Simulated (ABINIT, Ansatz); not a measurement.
# ZrPbO3 (Pm-3m): modes at Γ and the response to a field, part 2 of 3

Aim: the zone-centre modes of ZrPbO3 (Pm-3m).

ABINIT 10.8.3; DFT LDA, scalar-relativistic, plane waves, PseudoDojo norm-conserving pseudopotentials.

So far. Step 3 (Relaxing the cell and atoms): The volume changes by -7.0 % in this run and stands -7.0 % from the first cell. Step 4 (Ground state): The cell stands at -0.82 GPa: the relaxation ran with a smoothed and higher cutoff and on another k mesh. The relaxed cell has a = 4.108 Å (conventional setting).

**6. Linear response at Γ**

The derivative of the wavefunctions by k comes first, since the response to a field is built on it; then the field and the displacements that symmetry doesn't supply are solved at q = 0.

It reads the wavefunctions written in step 4.

Contents of dfpt_gamma.abi:

```
ndtset 2

# common to the responses
getwfk_filepath "gso_WFK"
kptopt 2
nqpt 1
qpt 0.0 0.0 0.0
asr 0
chneut 0

# d/dk
rfelfd1 2
rfdir1 1 1 1
iscf1 -3
tolwfr1 1.0d-20

# displacements, field
rfphon2 1
rfatpol2 1 5
rfdir2 1 1 1
rfelfd2 3
getddk2 1
tolvrs2 1.0d-10
prtwf2 0

# basis, mesh and filling
ecut 36.0
ngkpt 6 6 6
nshiftk 1
shiftk 0.5 0.5 0.5
istwfk *1
occopt 1
nband 22
nstep 100
diemac 9.0
prtebands 0
prtgsr 0
useylm 1

# cell and atoms
acell 3*1.0 Angstrom
rprim 
    4.107887443 0.0 0.0
    0.0 4.107887443 0.0
    0.0 0.0 4.107887443
ntypat 3
znucl 40 82 8
natom 5
typat 1 2 3 3 3
xred 
    0.0 0.0 0.0
    0.5 0.5 0.5
    0.5 0.0 0.0
    0.0 0.0 0.5
    0.0 0.5 0.0
pp_dirpath "./pseudo"
pseudos "Zr.upf, Pb.upf, O.upf"
```

Started as:

```
OMP_NUM_THREADS=1 mpirun -n 4 abinit dfpt_gamma.abi > dfpt_gamma.log
```

Numbers of over 12 decimals in the logs are rounded to 6 here.

dfpt_gamma.abo, the main output file:

```text
[banners, grids, parts of the stress and lines that vanish by symmetry left out]
- input  file    -> dfpt_gamma.abi
- output file    -> dfpt_gamma.abo
- root for input  files -> dfpt_gammai
[...]
DATASET    1 : space group Pm -3 m (#221); Bravais cP (primitive cubic)
[...]
nfft =       91125          nkpt =         108
[...]
DATASET    2 : space group Pm -3 m (#221); Bravais cP (primitive cubic)
[...]
nfft =       91125          nkpt =         108
[...]
== DATASET  1 ==================================================================
[...]
cutoff_energies: {ecut:  36.0, pawecutdg:  -1.0, }
[...]
-  8.00000   6.00000  201201                  znucl, zion, pspdat
[...]
Perturbation : derivative vs k along direction   1
[...]
-ETOT  1  -41.288652614871     -4.129E+01 3.940E-01 0.000E+00
 ETOT  2  -41.655054851738     -3.664E-01 1.405E-02 0.000E+00
 ETOT  3  -41.675978968418     -2.092E-02 2.512E-03 0.000E+00
 ETOT  4  -41.677697938870     -1.719E-03 1.724E-04 0.000E+00
 ETOT  5  -41.677861891301     -1.640E-04 3.616E-05 0.000E+00
[...]
At SCF step   23   max residual=  9.99E-21 < tolwfr=  1.00E-20 =>converged.
[...]
Perturbation : derivative vs k along direction   2
[...]
-ETOT  1  -41.286014664717     -4.129E+01 3.940E-01 0.000E+00
[...]
At SCF step   23   max residual=  9.99E-21 < tolwfr=  1.00E-20 =>converged.
[...]
Perturbation : derivative vs k along direction   3
[...]
-ETOT  1  -41.288651421450     -4.129E+01 3.940E-01 0.000E+00
[...]
At SCF step   23   max residual=  9.99E-21 < tolwfr=  1.00E-20 =>converged.
[...]
1        1       0.8803081330    0.0000000000
     1        2       0.0000000000    0.0000000000
     1        3       0.0000000000    0.0000000000
     2        1       0.0000000000    0.0000000000
     2        2       0.8803081330    0.0000000000
     2        3       0.0000000000    0.0000000000
     3        1       0.0000000000    0.0000000000
     3        2       0.0000000000    0.0000000000
     3        3       0.8803081329    0.0000000000
[...]
== DATASET  2 ==================================================================
[...]
cutoff_energies: {ecut:  36.0, pawecutdg:  -1.0, }
[...]
Perturbation : displacement of atom   1   along direction   1
[...]
-ETOT  1   10.448103358458     -2.607E+03 1.227E+01 1.124E+03
[...]
At SCF step   12       vres2   =  2.58E-11 < tolvrs=  1.00E-10 =>converged.
[...]
Perturbation : displacement of atom   2   along direction   1
[...]
-ETOT  1   3.024979     -1.141E+04 1.747E+01 7.199E+02
[...]
At SCF step   11       vres2   =  5.56E-11 < tolvrs=  1.00E-10 =>converged.
[...]
Perturbation : displacement of atom   3   along direction   1
[...]
-ETOT  1   19.867700904536     -3.717E+03 4.630E+00 1.091E+04
[...]
At SCF step   14       vres2   =  6.97E-11 < tolvrs=  1.00E-10 =>converged.
[...]
Perturbation : displacement of atom   3   along direction   2
[...]
-ETOT  1   6.249332     -3.576E+03 1.633E+00 5.797E+03
[...]
At SCF step   15       vres2   =  8.23E-11 < tolvrs=  1.00E-10 =>converged.
[...]
Perturbation : homogeneous electric field along direction   1
[...]
-ETOT  1  -128.30029759895     -1.283E+02 4.992E+00 2.866E+04
[...]
ETOT 14  -143.30394899110     -6.139E-12 3.113E-12 1.350E-10
 ETOT 15  -143.30394899110     -7.105E-13 3.360E-13 1.657E-11
 At SCF step   15       vres2   =  1.66E-11 < tolvrs=  1.00E-10 =>converged.
[...]
Dielectric tensor, in cartesian coordinates,
[...]
1    7   1    7         6.8761230401        -0.0000000000
   1    7   2    7        -0.0000000000        -0.0000000000
   1    7   3    7        -0.0000000000        -0.0000000000
   2    7   1    7        -0.0000000000        -0.0000000000
   2    7   2    7         6.8761230401        -0.0000000000
   2    7   3    7        -0.0000000000        -0.0000000000
   3    7   1    7        -0.0000000000        -0.0000000000
   3    7   2    7        -0.0000000000        -0.0000000000
   3    7   3    7         6.8761230401        -0.0000000000
  Effective charges, in cartesian coordinates,
[...]
1    1   1    7         5.9253915026         0.0000000000
   2    1   1    7         0.0000000000         0.0000000000
   3    1   1    7         0.0000000000         0.0000000000
   1    2   1    7         3.9067330456         0.0000000000
   2    2   1    7         0.0000000000         0.0000000000
[...]
Effective charges, in cartesian coordinates,
[...]
2    7   1    5         0.0000000000         0.0000000000
   3    7   1    5         0.0000000000         0.0000000000
   1    7   2    5         0.0000000000         0.0000000000
   2    7   2    5        -4.8606321633         0.0000000000
   3    7   2    5         0.0000000000         0.0000000000
   1    7   3    5         0.0000000000         0.0000000000
   2    7   3    5         0.0000000000         0.0000000000
   3    7   3    5        -2.4804542972         0.0000000000
  Phonon wavevector (reduced coordinates) :  0.00000  0.00000  0.00000
 Phonon energies in Hartree :
[...]
Phonon frequencies in cm-1    :
- -1.409216E+02 -1.409216E+02 -1.409216E+02 -1.423849E+00 -1.423849E+00
- -1.423849E+00  3.539335E+01  3.539335E+01  3.539335E+01  1.541560E+02
-  1.541560E+02  1.541560E+02  5.780284E+02  5.780284E+02  5.780284E+02
  Phonon at Gamma, with non-analyticity in the
[...]
Phonon energies in Hartree :
[...]
Phonon frequencies in cm-1    :
- -1.409216E+02 -1.409216E+02 -1.433229E+00 -1.423849E+00 -1.423849E+00
-  3.539335E+01  3.539335E+01  3.539335E+01  8.665730E+01  1.541560E+02
-  1.541560E+02  3.214784E+02  5.780284E+02  5.780284E+02  7.115767E+02
  Phonon at Gamma, with non-analyticity in the
[...]
Phonon energies in Hartree :
[...]
Phonon frequencies in cm-1    :
- -1.409216E+02 -1.409216E+02 -1.433230E+00 -1.423849E+00 -1.423849E+00
-  3.539335E+01  3.539335E+01  3.539335E+01  8.665730E+01  1.541560E+02
-  1.541560E+02  3.214784E+02  5.780284E+02  5.780284E+02  7.115767E+02
  Phonon at Gamma, with non-analyticity in the
[...]
Phonon energies in Hartree :
[...]
Phonon frequencies in cm-1    :
- -1.409216E+02 -1.409216E+02 -1.433230E+00 -1.423849E+00 -1.423849E+00
-  3.539335E+01  3.539335E+01  3.539335E+01  8.665730E+01  1.541560E+02
-  1.541560E+02  3.214784E+02  5.780284E+02  5.780284E+02  7.115767E+02
[...]
fcart2     0.0000000000E+00  0.0000000000E+00  0.0000000000E+00
           strten2     0.0000000000E+00  0.0000000000E+00  0.0000000000E+00
================================================================================
```

It took 15 min on 4 MPI ranks of Arm Neoverse V1, shared host.

Read from the output:

* miss of the charge sum rule: 0.01058 e
* largest acoustic frequency at the zone centre before the sum rule: -1.42 cm⁻¹
* highest optical zone-centre mode (no LO-TO term): 578.0 cm⁻¹
* lowest optical zone-centre mode: -140.9 cm⁻¹
* mean high-frequency dielectric constant: 6.876
* largest Born charge in size (third of the trace): 5.925 e

Born charge (rows field, columns displacement), before the sum rule (e), principal values of the symmetric part by kind of site:

| atom | atoms with these values | low | middle | high | mean |
| --- | --- | --- | --- | --- | --- |
| Zr1 | 1 | 5.93 | 5.93 | 5.93 | 5.93 |
| Pb2 | 1 | 3.91 | 3.91 | 3.91 | 3.91 |
| O3 | 3 | -4.86 | -2.48 | -2.48 | -3.27 |

In full for Zr1:

```
5.93 0.00 0.00
0.00 5.93 0.00
0.00 0.00 5.93
```

High-frequency dielectric tensor:

```
6.88 0.00 0.00
0.00 6.88 0.00
0.00 0.00 6.88
```

The acoustic modes at Γ come out as far as 1.4 cm⁻¹ from zero, where they should vanish, a small numerical error; the Born charges miss their sum rule by 0.011 e, which is good. The lowest optical mode is imaginary, 141i cm⁻¹, an instability at this level and on this k mesh.

**7. Zone-centre analysis**

anaddb reads the merged derivatives, imposes the acoustic sum rule and charge neutrality, and adds the LO-TO term along chosen directions.

Contents of anaddb.abi:

```
ddb_filepath "gamma_DDB"
output_file "anaddb.abo"
outdata_prefix "anaddb"
asr 1
chneut 1
enunit 2
eivec 1
nph1l 1
qph1l 0.0 0.0 0.0 1.0
dieflag 2
nph2l 3
qph2l 
    1.0 0.0 0.0 0.0
    0.0 0.0 1.0 0.0
    1.0 1.0 1.0 0.0
```

Contents of mrgddb.in:

```
gamma_DDB
merged
2
dfpt_gammao_DS2_DDB
gso_DDB
```

Started as:

```
mrgddb < mrgddb.in > mrgddb.log
OMP_NUM_THREADS=1 anaddb anaddb.abi > anaddb.log
```

anaddb.abo, the main output file:

```text
[banners, grids, parts of the stress and lines that vanish by symmetry left out]
-outvars_anaddb: echo values of input variables ----------------------

 Flags :
[...]
Dielectric Tensor and Effective Charges
[...]
Effective charge tensors after
[...]
Phonon wavevector (reduced coordinates) :  0.00000  0.00000  0.00000
 Phonon energies in Hartree :
[...]
Phonon energies in meV     :
- -1.746466E+01 -1.746466E+01 -1.746466E+01  0.000000E+00  0.000000E+00
-  0.000000E+00  4.432626E+00  4.432626E+00  4.432626E+00  1.911463E+01
-  1.911463E+01  1.911463E+01  7.166594E+01  7.166594E+01  7.166594E+01
 Phonon frequencies in cm-1    :
- -1.408620E+02 -1.408620E+02 -1.408620E+02  0.000000E+00  0.000000E+00
-  0.000000E+00  3.575154E+01  3.575154E+01  3.575154E+01  1.541699E+02
-  1.541699E+02  1.541699E+02  5.780248E+02  5.780248E+02  5.780248E+02
 Phonon frequencies in Thz     :
- -4.222936E+00 -4.222936E+00 -4.222936E+00  0.000000E+00  0.000000E+00
-  0.000000E+00  1.071804E+00  1.071804E+00  1.071804E+00  4.621896E+00
-  4.621896E+00  4.621896E+00  1.732875E+01  1.732875E+01  1.732875E+01
 Phonon energies in Kelvin  :
- -2.026690E+02 -2.026690E+02 -2.026690E+02  0.000000E+00  0.000000E+00
-  0.000000E+00  5.143849E+01  5.143849E+01  5.143849E+01  2.218160E+02
-  2.218160E+02  2.218160E+02  8.316487E+02  8.316487E+02  8.316487E+02
[...]
-  1  0.00000000E+00  0.00000000E+00 -3.77613123E-04
-     0.00000000E+00  0.00000000E+00  0.00000000E+00
-  2  0.00000000E+00  0.00000000E+00  8.01614999E-04
-     0.00000000E+00  0.00000000E+00  0.00000000E+00
-  3  0.00000000E+00  0.00000000E+00 -3.39908501E-03
-     0.00000000E+00  0.00000000E+00  0.00000000E+00
-  4  0.00000000E+00  0.00000000E+00 -1.43008626E-03
-     0.00000000E+00  0.00000000E+00  0.00000000E+00
-  5  0.00000000E+00  0.00000000E+00 -3.39908501E-03
-     0.00000000E+00  0.00000000E+00  0.00000000E+00
[...]
-  1  0.00000000E+00  3.77613123E-04  0.00000000E+00
-     0.00000000E+00  0.00000000E+00  0.00000000E+00
-  2  0.00000000E+00 -8.01614999E-04  0.00000000E+00
-     0.00000000E+00  0.00000000E+00  0.00000000E+00
-  3  0.00000000E+00  3.39908501E-03  0.00000000E+00
-     0.00000000E+00  0.00000000E+00  0.00000000E+00
-  4  0.00000000E+00  3.39908501E-03  0.00000000E+00
-     0.00000000E+00  0.00000000E+00  0.00000000E+00
-  5  0.00000000E+00  1.43008626E-03  0.00000000E+00
-     0.00000000E+00  0.00000000E+00  0.00000000E+00
[...]
-  1  3.77613123E-04  0.00000000E+00  0.00000000E+00
-     0.00000000E+00  0.00000000E+00  0.00000000E+00
-  2 -8.01614999E-04  0.00000000E+00  0.00000000E+00
-     0.00000000E+00  0.00000000E+00  0.00000000E+00
-  3  1.43008626E-03  0.00000000E+00  0.00000000E+00
-     0.00000000E+00  0.00000000E+00  0.00000000E+00
-  4  3.39908501E-03  0.00000000E+00  0.00000000E+00
-     0.00000000E+00  0.00000000E+00  0.00000000E+00
[...]
Phonon at Gamma, with non-analyticity in the
[...]
Phonon energies in Hartree :
[...]
Phonon energies in meV     :
- -1.746466E+01 -1.746466E+01  0.000000E+00  0.000000E+00  0.000000E+00
-  4.432626E+00  4.432626E+00  4.432626E+00  1.075440E+01  1.911463E+01
[...]
Phonon frequencies in cm-1    :
[...]
Phonon frequencies in Thz     :
[...]
Phonon energies in Kelvin  :
[...]
-  5.143849E+01  5.143849E+01  5.143849E+01  1.247996E+02  2.218160E+02
-  2.218160E+02  4.627462E+02  8.316487E+02  8.316487E+02  1.023942E+03
[...]
-  5  0.00000000E+00  0.00000000E+00 -1.25839613E-03
-     0.00000000E+00  0.00000000E+00  0.00000000E+00
[...]
-  1  0.00000000E+00  1.25839524E-03  0.00000000E+00
-     0.00000000E+00  0.00000000E+00  0.00000000E+00
-  2  0.00000000E+00  1.25839521E-03  0.00000000E+00
-     0.00000000E+00  0.00000000E+00  0.00000000E+00
-  3  0.00000000E+00  1.25839613E-03  0.00000000E+00
-     0.00000000E+00  0.00000000E+00  0.00000000E+00
-  4  0.00000000E+00  1.25839613E-03  0.00000000E+00
-     0.00000000E+00  0.00000000E+00  0.00000000E+00
-  5  0.00000000E+00  1.25839539E-03  0.00000000E+00
-     0.00000000E+00  0.00000000E+00  0.00000000E+00
[...]
Phonon at Gamma, with non-analyticity in the
[...]
Phonon energies in Hartree :
[...]
Phonon energies in meV     :
- -1.746466E+01 -1.746466E+01  0.000000E+00  0.000000E+00  0.000000E+00
-  4.432626E+00  4.432626E+00  4.432626E+00  1.075440E+01  1.911463E+01
-  1.911463E+01  3.987638E+01  7.166594E+01  7.166594E+01  8.823648E+01
 Phonon frequencies in cm-1    :
- -1.408620E+02 -1.408620E+02  0.000000E+00  0.000000E+00  0.000000E+00
[...]
Phonon frequencies in Thz     :
[...]
Phonon energies in Kelvin  :
[...]
Phonon at Gamma, with non-analyticity in the
[...]
Phonon energies in Hartree :
[...]
Phonon energies in meV     :
[...]
Phonon frequencies in cm-1    :
[...]
Phonon frequencies in Thz     :
[...]
Phonon energies in Kelvin  :
[...]
-  5.143849E+01  5.143849E+01  5.143849E+01  1.247996E+02  2.218160E+02
-  2.218160E+02  4.627462E+02  8.316487E+02  8.316487E+02  1.023942E+03
[...]
-  4  8.26361203E-04 -5.46643253E-04  1.49953689E-03
-     0.00000000E+00  0.00000000E+00  0.00000000E+00
-  5  8.26361203E-04  2.93049381E-03 -2.79717950E-04
-     0.00000000E+00  0.00000000E+00  0.00000000E+00
[...]
;  5 -2.42710685E-04 -3.16110469E-03 -2.42710685E-04
;     0.00000000E+00  0.00000000E+00  0.00000000E+00
-
```

Run time: 0.51 s. Hardware: 1 thread.

Numbers from this step:

```yaml
highest_mode_moved_by_the_lo_to_term: 711.7 cm⁻¹
```

No LO-TO term; unit eigenvectors of the mass-weighted matrix, from anaddb's displacements. The modes at Γ (shares of kinetic energy by element, %) (negative means imaginary):

| mode | frequency (cm⁻¹) | symmetry | Zr % | Pb % | O % |
| --- | --- | --- | --- | --- | --- |
| 1 | -140.9 | T1u | 2 | 24 | 73 |
| 2 | -140.9 | T1u | 2 | 24 | 73 |
| 3 | -140.9 | T1u | 2 | 24 | 73 |
| 4 | 0.0 | acoustic | 26 | 60 | 14 |
| 5 | 0.0 | acoustic | 26 | 60 | 14 |
| 6 | 0.0 | acoustic | 26 | 60 | 14 |
| 7 | 35.8 | T2u | 0 | 0 | 100 |
| 8 | 35.8 | T2u | 0 | 0 | 100 |
| 9 | 35.8 | T2u | 0 | 0 | 100 |
| 10 | 154.2 | T1u | 66 | 16 | 18 |
| 11 | 154.2 | T1u | 66 | 16 | 18 |
| 12 | 154.2 | T1u | 66 | 16 | 18 |
| 13 | 578.0 | T1u | 5 | 0 | 95 |
| 14 | 578.0 | T1u | 5 | 0 | 95 |
| 15 | 578.0 | T1u | 5 | 0 | 95 |

Displacements in mode 1 (-140.9 cm⁻¹), the largest set to 1:
```
Zr1  0.00  0.00 -0.11
Pb2  0.00  0.00  0.24
O3   0.00  0.00 -1.00
O4   0.00  0.00 -0.42
O5   0.00  0.00 -1.00
```

Displacements in mode 7 (35.8 cm⁻¹), the largest set to 1:
```
Zr1  0.00  0.00  0.00
Pb2  0.00  0.00  0.00
O3   0.00  0.00  1.00
O4   0.00  0.00  0.00
O5   0.00  0.00 -1.00
```

With imaginary modes the relaxed-ion tensors have no meaning and are not tabulated.

The rule also moves an optical mode by 0.4 cm⁻¹.

[end of part 2 of 3]

[Host names and launcher messages were left out of these logs when they were recorded.]

[Logs are printed without paths, hosts, clocks, repeated set-up lines and the standing remarks that a program may print on its own settings, such as how far it seeks lower states.]

[Hosts, paths, dates, database ids (printed as entryN), source tags and the programs' standing remarks are cut or masked in the printed files.]
